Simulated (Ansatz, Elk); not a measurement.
# Bonding as seen by X-rays: GeW3

Structure refinements treat a crystal as free atoms side by side. For a made-up structure of GeW3 (cell and positions from a PBE relaxation) the runs below show what the calculated density changes in F(hkl).

Method: DFT, PBE, all-electron APW+lo, Dirac cores, scalar-relativistic bands, static density, no spin, in Elk 11.2.3 (patched build).

The structure was built from a prototype and need not be the compound's stable phase.

### Step 1. Set-up

The structure is cubic, space group Fm-3m (No. 225). Conventional cell: a = 6.325 Å, b = 6.325 Å, c = 6.325 Å, α = 90.00°, β = 90.00°, γ = 90.00°. W has 8 W at 2.74 Å nearest. Nearest to W lie 4 W at 2.74 Å and 4 Ge at 2.74 Å. Ge has 8 W at 2.74 Å nearest. Farther neighbours are not listed.

### Step 2. Ground state and structure factors

An all-electron density is needed, since X-rays see the cores too. Task 0 finds the density and task 195 Fourier-transforms it; tshift is off so that phases refer to the origin typed.

Contents of elk.in:

```
tasks
  0
  195

xctype
  20

spinpol
  .false.

rgkmax
  7.0

gmaxvr
  14.0

lmaxo
  7

lmaxapw
  8

swidth
  0.002

tshift
  .false.

ramdisk
  .false.

hmaxvr
  5.5

maxscl
  120

epspot
  1e-06

sppath
  './'

avec
  -0.00000000000 5.97582103333 5.97582103333
  5.97582103333 -0.00000000000 5.97582103333
  5.97582103333 5.97582103333 0.00000000000

atoms
  2
  'W.in'
  3
  0.0000000000 -0.0000000000 -0.0000000000   0.000000 0.000000 0.000000
  0.2500000000 0.2500000000 0.2500000000   0.000000 0.000000 0.000000
  0.7500000000 0.7500000000 0.7500000000   0.000000 0.000000 0.000000
  'Ge.in'
  1
  0.5000000000 0.5000000000 0.5000000000   0.000000 0.000000 0.000000

ngridk
  6 6 6
```

Launch:

```
$ OMP_NUM_THREADS=4 elk
```

Numbers of over 12 decimals in the logs are rounded to 6 here.

Log:

```text
┌─────────────────────────┐
│ Elk code version 11.2.3 │
└─────────────────────────┘

All units are atomic (Hartree, Bohr, etc.)

┌─────────────────────────────────────────────────┐
│ Ground-state run starting from atomic densities │
└─────────────────────────────────────────────────┘

Lattice vectors :
  -0.000000000       5.975821033       5.975821033
   5.975821033      -0.000000000       5.975821033
   5.975821033       5.975821033       0.000000000

Reciprocal lattice vectors :
 -0.5257173259      0.5257173259      0.5257173259
  0.5257173259     -0.5257173259      0.5257173259
  0.5257173259      0.5257173259     -0.5257173259

Unit cell volume      :    426.7983613
Brillouin zone volume :   0.5811882985

Muffin-tin inner radius fraction :   0.1000000000E-01

Nuclei treated as point charges

Species : 1 (W)
 parameters loaded from : W.in
 name : tungsten
 nuclear charge    :   -74.00000000
 electronic charge :    74.00000000
 atomic mass :    335119.8193
 muffin-tin radius :    2.562606412
 number of radial points in muffin-tin :   1393
 inner part over the whole radius :   0.9921928422E-02
 number on inner part of muffin-tin    :    997
 approximate nuclear radius :   0.1010025921E-03
 number of mesh points to nuclear radius :    522
 atomic positions (lattice), magnetic fields (Cartesian) :
  1 :   0.00000000  0.00000000  0.00000000    0.00000000  0.00000000  0.00000000
  2 :   0.25000000  0.25000000  0.25000000    0.00000000  0.00000000  0.00000000
  3 :  -0.25000000 -0.25000000 -0.25000000    0.00000000  0.00000000  0.00000000

Species : 2 (Ge)
 parameters loaded from : Ge.in
 name : germanium
 nuclear charge    :   -32.00000000
 electronic charge :    32.00000000
 atomic mass :    132414.6196
 muffin-tin radius :    2.400000000
 number of radial points in muffin-tin :    993
 inner part over the whole radius :   0.9906635991E-02
 number on inner part of muffin-tin    :    702
 approximate nuclear radius :   0.7637961215E-04
 number of mesh points to nuclear radius :    340
 atomic positions (lattice), magnetic fields (Cartesian) :
  1 :   0.50000000  0.50000000  0.50000000    0.00000000  0.00000000  0.00000000

Total number of atoms per unit cell :    4
Total muffin-tin volume :    269.3791586
 ratio of muffin-tin to unit cell volume :   0.6311625887

Spin treatment :
 spin-unpolarised

Number of Bravais lattice symmetries :   48
Number of crystal symmetries         :   48
Crystal has inversion symmetry
Real symmetric eigensolver will be used

k-point grid :      6     6     6
k-point offset :    0.000000000       0.000000000       0.000000000
k-point set is reduced with full crystal symmetry group
Total number of k-points :       16

Muffin-tin radius times maximum |G+k| :    7.000000000
 using average radius
Maximum |G+k| for APW functions       :    2.775624676
Maximum (1/2)|G+k|²                   :    3.852046172
Maximum |G| for potential and density :    14.00000000
Constant for pseudocharge density :    9
 order of it for each species :   16  16
 order of it for pair densities of each species (exact exchange by exxq0 0: 17) :   10   8
Radial integration step length :    1

G-vector grid sizes :     40    40    40
Number of G-vectors :    19795

Maximum angular momentum used for
 APW functions            :    8
 outer part of muffin-tin :    7
 inner part of muffin-tin :    2

Total nuclear charge    :   -254.0000000
Total core charge       :    156.0000000
Total valence charge    :    98.00000000
Total excess charge     :    0.000000000
Total electronic charge :    254.0000000

Effective Wigner radius, rₛ :   0.7375081192

Number of empty states         :     16
Total number of valence states :     66
Total number of core states    :    156

Third-order local-orbitals added for an l without core states : T
Total number of local-orbitals :    137

Exchange-correlation functional :     20     0     0
 Perdew-Burke-Ernzerhof, Phys. Rev. Lett. 77, 3865 (1996)
 gradient requirement :    1
[...]
exchange                    :     -1040.2042216654
 correlation                 :     -15.125348581892
 electron entropic           :    -0.89504260755297E-03
 total energy                :     -50599.193014509

Density of states at Fermi energy :    67.23786279
 (states/Hartree/unit cell)

Estimated indirect band gap :   0.2850065589E-02
 from k-point 6 to k-point 13
Estimated direct band gap   :   0.1918641352E-01
 at k-point 10

Charges :
 core                        :    156.0000000
 valence                     :    98.00000000
 interstitial                :    6.780729142
 muffin-tins (core leakage)
  species : 1 (W)
   atom 1                    :    72.21052535     (  0.3093357961E-06)
   atom 2                    :    72.21523944     (  0.3059324101E-06)
[...]
species : 2 (Ge)
[...]
total in muffin-tins        :    247.2192709
 total calculated charge     :    253.9995475
 total charge                :    254.0000000
 error                       :   0.4525424890E-03

RMS change in Kohn-Sham potential (target) :   0.1357883972     (  0.1000000000E-05)
Absolute change in total energy (target)   :   0.4498464662     (  0.1000000000E-03)

[... loops 3 to 15 left out ...]

┌──────────────────┐
│ Loop number : 16 │
└──────────────────┘

Energies :
 Fermi                       :     0.465642
 sum of occupied eigenvalues :     -30877.839008227
 electron kinetic            :      56786.122824149
 core electron kinetic       :      54708.298258550
 Coulomb                     :     -106327.52873282
 Coulomb potential           :     -86282.896314706
 nuclear-nuclear             :     -5115.2923058012
 electron-nuclear            :     -116264.46185192
 Hartree                     :      15052.225424901
 Madelung                    :     -63186.080575469
 xc potential                :     -1381.0655176696
 exchange                    :     -1040.8964397351
 correlation                 :     -15.124427983819
 electron entropic           :    -0.91188631369980E-03
 total energy                :     -50597.427688278

Density of states at Fermi energy :    65.12144267
 (states/Hartree/unit cell)

Estimated indirect band gap :   0.6456876592E-02
 from k-point 6 to k-point 3
Estimated direct band gap   :   0.1604392975E-01
 at k-point 3

Charges :
 core                        :    156.0000000
 valence                     :    98.00000000
 interstitial                :    6.452059987
 muffin-tins (core leakage)
  species : 1 (W)
[...]
species : 2 (Ge)
[...]
total in muffin-tins        :    247.5479400
 total calculated charge     :    253.9994471
 total charge                :    254.0000000
 error                       :   0.5528657541E-03

RMS change in Kohn-Sham potential (target) :   0.3394864366E-07 (  0.1000000000E-05)
Absolute change in total energy (target)   :   0.6585066149E-04 (  0.1000000000E-03)

Convergence targets achieved

┌──────────────────┐
│ Loop number : 17 │
└──────────────────┘

Energies :
 Fermi                       :     0.465642
 sum of occupied eigenvalues :     -30877.839013482
 electron kinetic            :      56786.122821485
 core electron kinetic       :      54708.298256426
 Coulomb                     :     -106327.52873107
 Coulomb potential           :     -86282.896313300
 nuclear-nuclear             :     -5115.2923058012
 electron-nuclear            :     -116264.46185049
 Hartree                     :      15052.225425222
 Madelung                    :     -63186.080574423
 xc potential                :     -1381.0655216663
 exchange                    :     -1040.8964397255
 correlation                 :     -15.124427979490
 electron entropic           :    -0.91188633083735E-03
 total energy                :     -50597.427689180

Density of states at Fermi energy :    65.12144331
 (states/Hartree/unit cell)

Estimated indirect band gap :   0.6456876800E-02
 from k-point 6 to k-point 3
Estimated direct band gap   :   0.1604392811E-01
 at k-point 3

Charges :
 core                        :    156.0000000
 valence                     :    98.00000000
 interstitial                :    6.452059846
 muffin-tins (core leakage)
  species : 1 (W)
[...]
atom 2                    :    72.28170537     (  0.2750762889E-06)
   atom 3                    :    72.28170537     (  0.2750762889E-06)
  species : 2 (Ge)
   atom 1                    :    30.67689123     (  0.3395287140E-03)
 total in muffin-tins        :    247.5479402
 total calculated charge     :    253.9994471
 total charge                :    254.0000000
 error                       :   0.5528657986E-03

┌──────────────────────────────┐
│ Self-consistent loop stopped │
└──────────────────────────────┘

Warning : core states of species 2 leak from the muffin-tin :   0.3395287140E-03

Wrote STATE.OUT
```

The job ended after 21 s (4 threads of AMD EPYC 7B13 (Zen 3), shared host; peak memory 0.23 GiB; 59 s of CPU time).

SFACRHO.OUT:

```text

h k l indices transformed by vhmat matrix:
   1.000000000       0.000000000       0.000000000    
   0.000000000       1.000000000       0.000000000    
   0.000000000       0.000000000       1.000000000    

      h      k      l  multipl.   |H|            Re(F)            Im(F)           |F|

      0      0      0      1   0.0000000       254.00000      0.14771095E-16   254.00000    
      1      0      0      8  0.91056912       39.107239      0.15255575E-13   39.107239    
      1      0      1      6   1.0514347      -38.405688     -0.29983771E-13   38.405688    
     -1      0      1     12   1.4869531       206.39195     -0.83079610E-14   206.39195    
      2      1      2     24   1.7436071       34.574497      0.97112326E-13   34.574497    
      0      2      0      8   1.8211382      -34.223611     -0.58786531E-14   34.223611    
      2      0      2      6   2.1028693       184.40947     -0.49056906E-13   184.40947    
     -1     -3     -1     24   2.2915487       32.060851     -0.49646837E-13   32.060851    
      1      2      3     24   2.3510794      -31.654108     -0.87644082E-13   31.654108    
      3      3      2     24   2.5754784       169.32624     -0.15694698E-12   169.32624    
     -3      0     -2     24   2.7317074       29.747815     -0.77896245E-13   29.747815    
     -3      0      0      8   2.7317074       30.027736     -0.40087652E-13   30.027736    
      0     -2      2     12   2.9739063       157.13527     -0.12163335E-13   157.13527    
     -1      2     -2     48   3.1101856       28.302833     -0.96419327E-14   28.302833    
      0     -3     -3      6   3.1543040      -28.134640      0.72358916E-13   28.134640    
     -1     -4     -1     24   3.1543040      -28.034863      0.12343752E-13   28.034863    
     -3     -4     -1     24   3.3249283       146.99910      0.73343226E-13   146.99910    
     -3      1      1     24   3.4473590       26.990273     -0.36801803E-13   26.990273
```

Elk indexes on the primitive cell of elk.in and gives |H| = 4π sin θ/λ in inverse bohr. Below, one row stands for each form hkl of the conventional cell (m members, Friedel mates merged), F is for one primitive cell and the density is static (no thermal factor). Free-atom factors are Waasmaier and Kirfel's, and R is Σm||F|−|F'||/Σm|F|.

| hkl | m | sin θ/λ (Å⁻¹) | abs F, DFT | neutral atoms | diff. |
| --- | --- | --- | --- | --- | --- |
| 111 | 8 | 0.137 | 39.107 | 39.093 | +0.014 |
| 200 | 6 | 0.158 | 38.406 | 38.379 | +0.026 |
| 220 | 12 | 0.224 | 206.392 | 207.161 | -0.769 |
| 311 | 24 | 0.262 | 34.575 | 34.746 | -0.172 |
| 222 | 8 | 0.274 | 34.224 | 34.337 | -0.114 |
| 400 | 6 | 0.316 | 184.410 | 185.118 | -0.708 |
| 331 | 24 | 0.345 | 32.061 | 31.913 | +0.148 |
| 420 | 24 | 0.354 | 31.654 | 31.619 | +0.035 |
| 422 | 24 | 0.387 | 169.326 | 169.297 | +0.029 |
| 511 | 24 | 0.411 | 29.748 | 29.836 | -0.088 |
| 333 | 8 | 0.411 | 30.028 | 29.836 | +0.192 |
| 440 | 12 | 0.447 | 157.135 | 157.060 | +0.075 |
| 531 | 48 | 0.468 | 28.303 | 28.252 | +0.051 |
| 600 | 6 | 0.474 | 28.135 | 28.080 | +0.055 |

### Step 3. The highest occupied states alone

An energy window below the Fermi level keeps the highest occupied states, to see at which angles they scatter; shallow core shells can lie inside it and anion s states outside. No new self-consistency is needed.

elk.in: that of step 2 with these lines changed.

```diff
@@ -1,3 +1,2 @@
 tasks
-  0
   195
@@ -40,2 +39,5 @@
 
+wsfac
+  0.098150 0.765640
+
 sppath
```

Launch:

```
$ OMP_NUM_THREADS=4 elk
```

Log:

```text
┌─────────────────────────────────┐
│ Elk code version 11.2.3 started │
└─────────────────────────────────┘

Info(readinput): the functional depends on the density's gradient
 muffin-tin radial points multiplied by    2.00000
 (not where nrmtscf is given)

┌────────────────────┐
│ Current task : 195 │
└────────────────────┘
Info(checkmt): changed muffin-tin radius of species 1 (W) from   2.8000 to   2.5626

Info(sfacrho): density structure factors written to SFACRHO.OUT

 Energy window :   0.9815000000E-01  0.7656400000

┌──────────────────┐
│ Elk code stopped │
└──────────────────┘
```

The job ended after 5.7 s (4 threads; peak memory 0.16 GiB).

States within 10 eV below the Fermi level hold 20.95 electrons; any levels below the window count with the cores. Their amplitudes can exceed the total, where window and core parts have opposite phase:

| hkl | sin θ/λ (Å⁻¹) | abs F, window | abs F, all |
| --- | --- | --- | --- |
| 111 | 0.137 | 1.272 | 39.107 |
| 200 | 0.158 | 1.035 | 38.406 |
| 220 | 0.224 | 1.798 | 206.392 |
| 311 | 0.262 | 0.157 | 34.575 |
| 222 | 0.274 | 0.180 | 34.224 |
| 400 | 0.316 | 0.134 | 184.410 |
| 331 | 0.345 | 0.230 | 32.061 |
| 420 | 0.354 | 0.102 | 31.654 |
| 422 | 0.387 | 0.034 | 169.326 |
| 511 | 0.411 | 0.130 | 29.748 |

### Step 4. Another functional

The difference from free atoms is small, so it is set against the change that PBEsol makes.

elk.in: that of step 3 with these lines changed.

```diff
@@ -1,2 +1,3 @@
 tasks
+  0
   195
@@ -4,3 +5,3 @@
 xctype
-  20
+  22
 
@@ -39,5 +40,2 @@
 
-wsfac
-  0.098150 0.765640
-
 sppath
```

Launch:

```
$ OMP_NUM_THREADS=4 elk
```

Log:

```text
┌─────────────────────────┐
│ Elk code version 11.2.3 │
└─────────────────────────┘

All units are atomic (Hartree, Bohr, etc.)

┌─────────────────────────────────────────────────┐
│ Ground-state run starting from atomic densities │
└─────────────────────────────────────────────────┘

Lattice vectors :
  -0.000000000       5.975821033       5.975821033
   5.975821033      -0.000000000       5.975821033
   5.975821033       5.975821033       0.000000000

Reciprocal lattice vectors :
 -0.5257173259      0.5257173259      0.5257173259
[...]
muffin-tins (core leakage)
  species : 1 (W)
[...]
atom 3                    :    72.28584658     (  0.2812864111E-06)
  species : 2 (Ge)
   atom 1                    :    30.67916301     (  0.3448218171E-03)
 total in muffin-tins        :    247.5639710
 total calculated charge     :    253.9994274
 total charge                :    254.0000000
 error                       :   0.5725941573E-03

┌──────────────────────────────┐
│ Self-consistent loop stopped │
└──────────────────────────────┘

Warning : core states of species 2 leak from the muffin-tin :   0.3448218171E-03

Wrote STATE.OUT
[key lines of the parts left out:]
total energy                :     -50581.705332805
```

It took 20 s on 4 threads; peak memory 0.23 GiB; 56 s of CPU time.

Against the first run R = 0.01 %; the largest change is -0.023 at 422.

### Step 5. Basis size

The basis and the expansions that go with it are enlarged, to see whether the differences are converged.

elk.in: that of step 4 with these lines changed.

```diff
@@ -5,3 +5,3 @@
 xctype
-  22
+  20
 
@@ -11,12 +11,12 @@
 rgkmax
-  7.0
+  8.5
 
 gmaxvr
-  14.0
+  18.0
 
 lmaxo
-  7
+  9
 
 lmaxapw
-  8
+  10
```

Launch:

```
$ OMP_NUM_THREADS=4 elk
```

Log:

```text
┌─────────────────────────┐
│ Elk code version 11.2.3 │
└─────────────────────────┘

All units are atomic (Hartree, Bohr, etc.)

┌─────────────────────────────────────────────────┐
│ Ground-state run starting from atomic densities │
└─────────────────────────────────────────────────┘

Lattice vectors :
  -0.000000000       5.975821033       5.975821033
   5.975821033      -0.000000000       5.975821033
   5.975821033       5.975821033       0.000000000

Reciprocal lattice vectors :
 -0.5257173259      0.5257173259      0.5257173259
[...]
muffin-tins (core leakage)
  species : 1 (W)
[...]
atom 3                    :    72.29366963     (  0.2747282082E-06)
  species : 2 (Ge)
   atom 1                    :    30.67925909     (  0.3389849360E-03)
 total in muffin-tins        :    247.5850808
 total calculated charge     :    253.9993405
 total charge                :    254.0000000
 error                       :   0.6594632791E-03

┌──────────────────────────────┐
│ Self-consistent loop stopped │
└──────────────────────────────┘

Warning : core states of species 2 leak from the muffin-tin :   0.3389849360E-03

Wrote STATE.OUT
[key lines of the parts left out:]
total energy                :     -50597.453087859
```

Wall time 40 s (4 threads); peak memory 0.38 GiB.

Against the first run R = 0.00 %; the largest change is -0.019 at 422.

### Step 6. A coarser k-mesh

About half the k-points along each axis test the sampling.

elk.in: that of step 5 with these lines changed.

```diff
@@ -11,12 +11,12 @@
 rgkmax
-  8.5
+  7.0
 
 gmaxvr
-  18.0
+  14.0
 
 lmaxo
-  9
+  7
 
 lmaxapw
-  10
+  8
 
@@ -60,2 +60,2 @@
 ngridk
-  6 6 6
+  3 3 3
```

Launch:

```
$ OMP_NUM_THREADS=4 elk
```

Log:

```text
┌─────────────────────────┐
│ Elk code version 11.2.3 │
└─────────────────────────┘

All units are atomic (Hartree, Bohr, etc.)

┌─────────────────────────────────────────────────┐
│ Ground-state run starting from atomic densities │
└─────────────────────────────────────────────────┘

Lattice vectors :
  -0.000000000       5.975821033       5.975821033
   5.975821033      -0.000000000       5.975821033
   5.975821033       5.975821033       0.000000000

Reciprocal lattice vectors :
 -0.5257173259      0.5257173259      0.5257173259
[...]
muffin-tins (core leakage)
  species : 1 (W)
[...]
atom 3                    :    72.28691968     (  0.2757057871E-06)
  species : 2 (Ge)
   atom 1                    :    30.69098646     (  0.3400619974E-03)
 total in muffin-tins        :    247.5613357
 total calculated charge     :    253.9993885
 total charge                :    254.0000000
 error                       :   0.6114740842E-03

┌──────────────────────────────┐
│ Self-consistent loop stopped │
└──────────────────────────────┘

Warning : core states of species 2 leak from the muffin-tin :   0.3400619974E-03

Wrote STATE.OUT
[key lines of the parts left out:]
total energy                :     -50597.410455244
```

Run time: 14 s. Hardware: 4 threads; peak memory 0.22 GiB; 31 s of CPU time.

Against the first run R = 0.01 %; the largest change is -0.061 at 400.

### Step 7. Settings against the effect

| run | R against the first run (%) | R against neutral atoms, low angle (%) | wall time |
| --- | --- | --- | --- |
| PBE, rgkmax 7 | 0.00 | 0.35 | 21 s |
| PBEsol | 0.01 | 0.35 | 20 s |
| rgkmax 8.5 with larger expansions | 0.00 | 0.35 | 40 s |
| k-mesh 3×3×3 | 0.01 | 0.35 | 14 s |

### Step 8. Results

| Item | Value |
| --- | --- |
| R against neutral atoms, sin θ/λ < 0.3 Å⁻¹ | 0.35 % |
| R against neutral atoms, 0.3 to 0.82 Å⁻¹ | 0.23 % |

**Reading.** Independent neutral atoms miss the calculated amplitudes by R = 0.35 % below 0.3 Å⁻¹ and 0.23 % from there to 0.82 Å⁻¹; by shells, 0.04 % below 0.15 Å⁻¹ (1 form), 0.38 % 0.15 to 0.3 (4 forms), 0.15 % 0.3 to 0.45 (7 forms), 0.24 % above 0.45 (40 forms). Bonding, aspherical density and the tables' own atoms all enter these figures, and the runs don't part them. The largest change of an amplitude is -0.77 electrons, at 220. The window's part falls from 21.0 electrons at the origin to at most 0.23 between 0.45 and 0.82 Å⁻¹. Below 0.3 Å⁻¹ the changes that finished (PBEsol, rgkmax 8.5 with larger expansions and k-mesh 3×3×3) move F by R = 0.01 % at most, against the 0.35 % that separates it from free atoms. These runs have no spin, though d or f shells may be open. Spin-orbit coupling is left out, which can matter for elements this heavy. Part of the difference isn't bonding: the tables are fits to free atoms and ions calculated by other methods than this functional. Thermal motion, anomalous dispersion and extinction are left out.

[Logs are printed without paths, hosts, clocks, repeated set-up lines and the standing remarks that a program may print on its own settings, such as how far it seeks lower states.]

[Hosts, paths, dates, database ids (printed as entryN), source tags and the programs' standing remarks are cut or masked in the printed files.]
